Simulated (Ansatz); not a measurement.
**In2S (model cell, started as antifluorite): following an unstable mode**

Which phase does In2S (model cell, started as antifluorite) fall into along its unstable mode, and how much energy does it gain?

Method: DFT PBEsol, scalar-relativistic, plane waves, PAW, in Ansatz 0.2.0.

This is a report of a sequence of runs, with most program output left out.

The structure was built from a prototype and need not be the compound's stable phase.

## Step 1: Starting point

It takes space group Fm-3m (No. 225, cubic). Conventional cell: a = 6.978 Å, b = 6.978 Å, c = 6.978 Å, α = 90.00°, β = 90.00°, γ = 90.00°. Nearest to S lie 8 In at 3.02 Å. Nearest to In lie 4 S at 3.02 Å. Farther neighbours and most contacts between anions are not listed.

## Step 2: Response at finite wavevector

The cell comes from relaxations at this level that are not shown. Stability and thermal properties need the whole zone. Linear response on a 2×2×2 q mesh gives force constants as far as a supercell of that size would.

input.yaml reads:

```yaml
crystal:
  lattice:
    - [0.0, 3.4890740757, 3.4890740757]
    - [3.4890740757, 0.0, 3.4890740757]
    - [3.4890740757, 3.4890740757, 0.0]
  atoms:
    - { symbol: S, position: [0.0, 0.0, 0.0] }
    - { symbol: In, position: [0.25, 0.25, 0.25] }
    - { symbol: In, position: [0.75, 0.75, 0.75] }
kpoints:
  mp_grid: { grid: [10, 10, 10] }
hamiltonian:
  xc: pbesol
scf:
  occupations: { method: methfessel_paxton, width: 0.15 }
output:
  eigenvalues: true
phonons:
  method: dfpt
  qmesh: [2, 2, 2]
  temperatures: { t_max: 1000, t_step: 50 }
  qpath:
    path:
      - [[0.0, 0.0, 0.0], [0.5, 0.0, 0.5], [0.625, 0.25, 0.625]]
      - [[0.375, 0.375, 0.75], [0.0, 0.0, 0.0], [0.5, 0.5, 0.5], [0.5, 0.25, 0.75], [0.5, 0.0, 0.5]]
    npoints: 10
```

On the command line:

```sh
$ ansatz run input.yaml --threads 4 --pin off --max-ram 7168MiB --backend cpu --events-out ev --progress --plain --runs-dir out
```

Elapsed: 48 s, on 4 threads of Intel Xeon 6975P-C (Granite Rapids), shared host; peak memory 1.5 GiB; 2.9 min of CPU time.

Numbers from this step:

```yaml
volume_per_atom: 28.32 Å³
gap_on_the_k_mesh: 0 eV
sum_rule_residual_before_enforcement: 4.20e-5 eV/Å²
lowest_frequency_on_the_path: -131.3 cm⁻¹
point_group: m-3m
highest_frequency_on_the_path_or_at_a_solved_wavevector: 119.8 cm⁻¹
highest_optical_mode_at_the_zone_centre_no_lo_to_term: 119.8 cm⁻¹
lowest_optical_zone_centre_mode: 80.55 cm⁻¹
lowest_mode_on_the_q_mesh_acoustic_modes_at_gamma_apart: -131.3 cm⁻¹
```

Frequencies (cm⁻¹) solved at each irreducible wavevector; negative means imaginary. Frequencies by wavevector, by row:

```tsv
q in reciprocal lattice units	star	mode 1	mode 2	mode 3	mode 4	mode 5	mode 6	mode 7	mode 8	mode 9
0 0 0	1	0	0	0	80.5	80.5	80.5	119.8	119.8	119.8
0 0 -0.5	4	-119.6	-52.2	-52.2	61.8	61.8	70.7	78.7	101.1	101.1
0 -0.5 -0.5	3	-131.3	-131.3	34.5	39.4	39.4	59.4	84.7	101	101
```

Interpolated from a 2×2×2 q mesh. Phonon branches along the path, in cm⁻¹:

```tsv
point	branch 1	branch 2	branch 3	branch 4	branch 5	branch 6	branch 7	branch 8	branch 9
Γ	0	0	0	80	80	80	120	120	120
halfway	-71	-71	48	51	51	62	102	102	102
X	-131	-131	35	39	39	59	85	101	101
halfway	-131	-126	8	35	42	64	85	99	100
U	-128	-109	-55	35	47	72	87	93	98
jump to K	-128	-109	-55	35	47	72	87	93	98
halfway	-65	-62	-29	49	61	70	96	97	107
Γ	0	0	0	80	80	80	120	120	120
halfway	-56	-26	-26	55	71	71	94	108	108
L	-120	-52	-52	62	62	71	79	101	101
halfway	-120	-77	-70	44	53	80	81	93	98
W	-130	-88	-88	32	43	84	84	88	98
halfway	-130	-120	-35	33	42	68	86	96	100
X	-131	-131	35	39	39	59	85	101	101
```

Symmetry leaves 3 wavevectors to solve. The lowest mode among them, the acoustic zeros apart, lies at q = (0, -0.5, -0.5) and is imaginary, 131.3i cm⁻¹, so the energy falls along it.

## Step 3: The mode frozen in, largest atomic shift 0 Å

The mode followed lies at q = (0, -0.5, -0.5) with frequency 131.3i cm⁻¹ and is 2-fold degenerate, the softest among the wavevectors solved. At small amplitude the distorted cell has space group no. 59 by a symmetry search on the positions. The undistorted cell that holds it gives the zero of energy on the same k mesh.

System of this step: In2S (model cell, started as antifluorite). Symmetry: Fm-3m, No. 225, cubic system. The conventional cell has a = 6.978 Å, b = 6.978 Å, c = 6.978 Å, α = 90.00°, β = 90.00°, γ = 90.00°. Nearest to S lie 8 In at 3.02 Å. Nearest to In lie 4 S at 3.02 Å. Farther neighbours and most contacts between anions are not listed.

input.yaml reads:

```yaml
crystal:
  lattice:
    - [0.0, -3.4890740757, -3.4890740757]
    - [0.0, 3.4890740757, -3.4890740757]
    - [6.9781481514, 0.0, 0.0]
  atoms:
    - { symbol: S, position: [0.5, 0.5, 0.5] }
    - { symbol: S, position: [0.0, 0.0, 0.0] }
    - { symbol: In, position: [0.0, 0.5, 0.75] }
    - { symbol: In, position: [0.5, 0.0, 0.25] }
    - { symbol: In, position: [1.0, 0.5, 0.25] }
    - { symbol: In, position: [0.5, 0.0, 0.75] }
kpoints:
  mp_grid: { grid: [6, 6, 6] }
hamiltonian:
  xc: pbesol
scf:
  occupations: { method: methfessel_paxton, width: 0.15 }
output:
  forces: true
  stress: true
  eigenvalues: true
```

Elapsed: 5.7 s, on 4 threads; peak memory 0.63 GiB; 11 s of CPU time.

Numbers from this step:

```yaml
pressure: 0.03238 GPa
energy_from_the_undistorted_cell: 0 meV/atom
```

The run ends at a pressure of 0.03 GPa.

## Step 4: The mode frozen in, largest atomic shift 0.6 Å

The atoms are moved along the unstable eigenvector, the largest shift by 0.6 Å, with the cell fixed.

input.yaml, the sections that differ from step 3:

```yaml
crystal:
  lattice:
    - [0.0, -3.4890740757, -3.4890740757]
    - [0.0, 3.4890740757, -3.4890740757]
    - [6.9781481514, 0.0, 0.0]
  atoms:
    - { symbol: S, position: [0.3784021034, 0.5, 0.5] }
    - { symbol: S, position: [0.1215978966, 0.0, 0.0] }
    - { symbol: In, position: [-0.0156147747, 0.5, 0.75] }
    - { symbol: In, position: [0.5156147747, 0.0, 0.25] }
    - { symbol: In, position: [0.9843852253, 0.5, 0.25] }
    - { symbol: In, position: [0.5156147747, 0.0, 0.75] }
# kpoints, hamiltonian, scf, output: as in step 3
```

Run time: 4.1 s. Hardware: 4 threads; peak memory 0.73 GiB.

Numbers from this step:

```
pressure                         : 0.3922 GPa
energy from the undistorted cell : -60.84 meV/atom
```

The energy, extrapolated to zero smearing, is -60.84 meV/atom against the undistorted cell.

The run ends at a pressure of 0.39 GPa, with forces up to 0.92 eV/Å.

## Step 5: Energy along the mode, all amplitudes (two of the runs are shown above)

An imaginary frequency means negative curvature, so the energy should fall and then rise again as anharmonic terms take over.

Numbers from this step:

```
depth at the lowest point sampled  : 60.84 meV/atom
largest atomic shift at that point : 0.6 Å
```

Table of energy from the parent by largest atomic shift:

```tsv
largest atomic shift (Å)	energy from the parent (meV/atom)
0.000	0
0.040	-0.596
0.080	-2.32
0.140	-6.67
0.220	-15.5
0.320	-31.9
0.450	-51.8
0.600	-60.8
```

Displacement at unit largest shift by atom:

```tsv
atom	x (Å)	y (Å)	z (Å)	size
S1	0.000	0.707	0.707	1.000
S2	0.000	-0.707	-0.707	1.000
In3	0.000	0.091	0.091	0.129
In4	0.000	-0.091	-0.091	0.129
In5	0.000	0.091	0.091	0.129
In6	0.000	-0.091	-0.091	0.129
```

The lowest of the steps tried is the last one, at 0.6 Å, 60.8 meV/atom below the parent; the bottom of the well need not coincide with a step.

## Step 6: Relaxing from the distorted cell

Starting from the lowest point found, all atoms and the cell are let go, so that strain and other modes of the same symmetry can join in.

input.yaml, as its differences from that of step 4:

```diff
@@ -22 +22,6 @@
   eigenvalues: true
+relax:
+  adjacent_minimum: "off"
+  f_tol: 0.002
+  max_steps: 120
+  cell: { stress_tol: 0.03 }
```

The job ended after 2.3 min (4 threads; peak memory 0.8 GiB).

Step by step (22 of 29):

```tsv
step	energy less that of the first step (eV)	largest force component (eV/Å)	pressure (GPa)	volume (Å³)
1	0.0000	0.5604	0.39	169.90
2	-0.4812	0.2580	-0.96	165.61
4	-0.7411	0.1259	0.17	157.82
5	-0.8100	0.1055	0.74	158.00
6	-0.8426	0.0721	-0.11	159.77
8	-0.8526	0.0301	0.12	158.67
9	-0.8530	0.0090	0.00	158.86
10	-0.8513	0.0413	-0.36	160.27
12	-0.8538	0.0075	-0.05	159.14
13	-0.8539	0.0001	0.00	159.00
14*	-0.8592	0.0005	0.07	159.00
16	-0.8598	0.0653	0.25	158.44
17	-0.8618	0.0040	0.02	159.01
18	-0.8648	0.0127	0.00	158.75
20	-0.9482	0.1443	0.25	155.47
21	-0.8644	0.2408	0.96	149.49
22	-0.9244	0.2627	-1.36	156.28
24	-0.9968	0.0711	-0.24	155.62
25	-1.0040	0.0281	0.09	153.27
26	-1.0051	0.0149	0.01	153.72
28	-1.0054	0.0005	-0.01	153.85
29*	-1.0054	0.0006	-0.01	153.85
```

Relaxation steps marked * repeat the geometry before them on a plane-wave basis chosen anew for their cell, so energy and pressure can jump there. Other such steps can lie between the rows shown. Relaxation steps 10, 16, 21, 22 were tried and not accepted.

Forces are held to the 8 operations that the run works with; a distortion that breaks them can't arise in this run.

```tsv
cell as run	before	after	change
a (Å)	4.934	6.203	+25.7 %
b (Å)	4.934	3.710	-24.8 %
c (Å)	6.978	6.685	-4.2 %
volume (Å³/atom)	28.32	25.64	-9.4 %
```

The atoms that moved most (Å, as changes of fractional coordinates times the final cell):

```tsv
atom	dx	dy	dz	length
S2	0.000	-0.128	-0.128	0.182
S1	0.000	0.128	0.128	0.182
In5	0.079	0.094	0.094	0.155
In3	-0.079	0.094	0.094	0.155
In6	0.079	-0.094	-0.094	0.155
In4	-0.079	-0.094	-0.094	0.155
```

Final coordinates:

```cif
data_structure
_symmetry_space_group_name_H-M 'P 1'
_symmetry_Int_Tables_number 1
_cell_length_a 6.2033
_cell_length_b 3.7100
_cell_length_c 6.6848
_cell_angle_alpha 90.000
_cell_angle_beta 90.000
_cell_angle_gamma 90.000
_cell_volume 153.85
loop_
_atom_site_label
_atom_site_type_symbol
_atom_site_fract_x
_atom_site_fract_y
_atom_site_fract_z
_atom_site_occupancy
S1 S 0.34914 0.50000 0.50000 1
S2 S 0.15086 0.00000 0.00000 1
In3 In 0.96290 0.50000 0.73825 1
In4 In 0.53710 0.00000 0.23825 1
In5 In 0.96290 0.50000 0.26175 1
In6 In 0.53710 0.00000 0.76175 1
```

Numbers from this step:

* pressure: -0.01048 GPa
* volume per atom: 25.64 Å³

The distorted start has space group Pmmn; the relaxation ends in Pmmn.

## Step 7: The new phase in its own primitive cell

The relaxed structure is symmetrised, reduced to its primitive cell and relaxed tightly, as its phonons need.

input.yaml reads:

```yaml
crystal:
  lattice:
    - [3.7100301822, 0.0, 0.0]
    - [0.0, 6.684800496, 0.0]
    - [0.0, 0.0, 6.2033366056]
  atoms:
    - { symbol: S, position: [0.5, 0.5, 0.0991393938] }
    - { symbol: S, position: [0.0, 0.0, 0.9008606062] }
    - { symbol: In, position: [0.5, 0.2617532997, 0.7129049111] }
    - { symbol: In, position: [0.0, 0.7617532997, 0.2870950889] }
    - { symbol: In, position: [0.5, 0.7382467003, 0.7129049111] }
    - { symbol: In, position: [0.0, 0.2382467003, 0.2870950889] }
kpoints:
  mp_grid: { grid: [8, 6, 6] }
hamiltonian:
  xc: pbesol
scf:
  occupations: { method: methfessel_paxton, width: 0.15 }
output:
  forces: true
  stress: true
  eigenvalues: true
relax:
  adjacent_minimum: "off"
  f_tol: 0.001
  max_steps: 60
  cell: { stress_tol: 0.01 }
```

Elapsed: 38 s, on 4 threads; peak memory 0.78 GiB.

Relaxation path:

```tsv
step	energy less that of the first step (eV)	largest force component (eV/Å)	pressure (GPa)	volume (Å³)
1	0.0000	0.0411	0.02	153.85
2	-0.0065	0.0371	-0.01	154.05
3	-0.0078	0.0063	-0.01	153.98
4	-0.0080	0.0026	0.01	153.91
5	-0.0080	0.0040	-0.02	153.92
6	-0.0080	0.0002	0.00	153.89
7*	-0.0080	0.0003	0.00	153.89
```

Relaxation steps marked * repeat the geometry before them on a plane-wave basis chosen anew for their cell, so energy and pressure can jump there.

The run keeps the 8 symmetry operations that it works with, so distortions that break them were not tested.

```tsv
conventional cell, symmetrised	before	after	change
a (Å)	3.710	3.652	-1.6 %
b (Å)	6.685	6.750	+1.0 %
c (Å)	6.203	6.243	+0.6 %
volume (Å³/atom)	25.64	25.65	+0.0 %
```

The atoms that moved most (Å, as changes of fractional coordinates times the final cell):

```tsv
atom	dx	dy	dz	length
In3	0.000	0.016	0.018	0.024
In6	0.000	-0.016	-0.018	0.024
In4	0.000	0.016	-0.018	0.024
In5	0.000	-0.016	0.018	0.024
S2	0.000	0.000	-0.020	0.020
S1	0.000	0.000	0.020	0.020
```

The relaxed structure:

```cif
data_structure
_symmetry_space_group_name_H-M 'P 1'
_symmetry_Int_Tables_number 1
_cell_length_a 3.6521
_cell_length_b 6.7499
_cell_length_c 6.2428
_cell_angle_alpha 90.000
_cell_angle_beta 90.000
_cell_angle_gamma 90.000
_cell_volume 153.89
loop_
_atom_site_label
_atom_site_type_symbol
_atom_site_fract_x
_atom_site_fract_y
_atom_site_fract_z
_atom_site_occupancy
S1 S 0.50000 0.50000 0.10239 1
S2 S 0.00000 0.00000 0.89761 1
In3 In 0.50000 0.26414 0.71575 1
In4 In 0.00000 0.76414 0.28425 1
In5 In 0.50000 0.73586 0.71575 1
In6 In 0.00000 0.23586 0.28425 1
```

This step gave:

- pressure: -1.21e-4 GPa
- volume per atom: 25.65 Å³

The largest force component left is 0.25 meV/Å and the pressure is 0.000 GPa, within the tolerances set. The cell now holds 25.65 Å³/atom.

## Step 8: Modes of the new phase, k-mesh 8×6×6

A relaxed structure may still be a saddle point, so its zone-centre modes are computed. No field response is asked, since the mesh shows no gap.

input.yaml reads:

```yaml
crystal:
  lattice:
    - [3.6521134399, 0.0, 0.0]
    - [0.0, 6.7498860263, 0.0]
    - [0.0, 0.0, 6.2428054517]
  atoms:
    - { symbol: S, position: [0.5, 0.5, 0.1023941233] }
    - { symbol: S, position: [0.0, 0.0, 0.8976058767] }
    - { symbol: In, position: [0.5, 0.2641433758, 0.7157547103] }
    - { symbol: In, position: [0.0, 0.7641433758, 0.2842452897] }
    - { symbol: In, position: [0.5, 0.7358566242, 0.7157547103] }
    - { symbol: In, position: [0.0, 0.2358566242, 0.2842452897] }
kpoints:
  mp_grid: { grid: [8, 6, 6] }
hamiltonian:
  xc: pbesol
scf:
  occupations: { method: methfessel_paxton, width: 0.15 }
output:
  eigenvalues: true
phonons:
  method: dfpt
```

The job ended after 76 s (4 threads; peak memory 2.3 GiB).

This step gave:

```yaml
sum_rule_residual_before_enforcement: 2.94e-5 eV/Å²
point_group: mmm
highest_optical_mode_at_the_zone_centre_no_lo_to_term: 176.2 cm⁻¹
lowest_optical_zone_centre_mode: 21.06 cm⁻¹
```

Patterns of degenerate modes are one choice out of their space. Modes at Γ, with each element's share of the kinetic energy:

```tsv
mode	frequency (cm⁻¹)	symmetry	S %	In %
1	0.0	acoustic	12	88
2	0.0	acoustic	12	88
3	0.0	acoustic	12	88
4	21.1	B2u	2	98
5	32.3	B3g	1	99
6	43.9	Au	0	100
7	48.7	B2g	9	91
8	67.7	B1g	0	100
9	88.5	Ag	9	91
10	90.7	B3g	6	94
11	102.6	B2u	86	14
12	116.3	Ag	8	92
13	119.6	B1u	44	56
14	134.4	B1u	44	56
15	138.9	B3u	88	12
16	149.7	B2g	91	9
17	173.6	Ag	83	17
18	176.2	B3g	93	7
```

Displacements in mode 4 (21.1 cm⁻¹), the largest set to 1:
```
S1   0.00 -0.37  0.00
S2   0.00 -0.37  0.00
In3  0.00  0.05  1.00
In4  0.00  0.05 -1.00
In5  0.00  0.05 -1.00
In6  0.00  0.05  1.00
```

Displacements in mode 17 (173.6 cm⁻¹), the largest set to 1:
```
S1   0.00  0.00  1.00
S2   0.00  0.00 -1.00
In3  0.00 -0.16  0.06
In4  0.00 -0.16 -0.06
In5  0.00  0.16  0.06
In6  0.00  0.16 -0.06
```

Before it was imposed, the acoustic sum rule was missed by 2.9e-5 eV/Å². Small misses are needed for a sound result but don't prove that mesh and cutoff are converged. The lowest optical mode is real, 21.1 cm⁻¹.

## Step 9: What came out

- unstable mode of the parent: q = (0, -0.5, -0.5), 131i cm⁻¹
- depth at the lowest point sampled: 60.8 meV/atom
- largest atomic shift at that point: 0.6 Å
- space group reached (within 0.01 Å): Pmmn
- energy gained over the parent (first relaxation, on the mesh of the frozen mode): 229 meV/atom
- volume per atom, phase reached: 25.6 Å³
- lowest optical zone-centre mode, phase reached: 21.1 cm⁻¹
- highest optical mode at the zone centre (no LO-TO term), phase reached: 176 cm⁻¹

**Reading.** Along this mode the structure falls into Pmmn, 229 meV/atom below the parent. At the parent's cell the well is 60.84 meV/atom deep on the steps tried, with its lowest point at a shift of 0.6 Å. That is the last step tried, so the steps alone don't bracket the bottom of the well. Relaxing atoms and cell changes the gain by +167.66 meV/atom against the lowest step (energies at zero smearing). Most of the total comes from this relaxation. The new phase has no imaginary mode at the zone centre of its cell; other wavevectors were not checked. Of the 4 patterns followed to their end from this parent, this one ends 55.6 meV/atom above the lowest, C2/m. Each path keeps the symmetry of its pattern, so a lower phase may lie along a pattern not tried. With no gap, or one that is small against the smearing, the frequencies hang on the k mesh and the smearing, most of all near Kohn anomalies. A phonon run warned that its eigensolver left some bands unconverged in a pass. The starting cell was built on a prototype and not taken from a measurement, so the phase need not exist.

[Logs are printed without paths, hosts, clocks, repeated set-up lines and the standing remarks that a program may print on its own settings, such as how far it seeks lower states.]

[Hosts, paths, dates, database ids (printed as entryN), source tags and the programs' standing remarks are cut or masked in the printed files.]
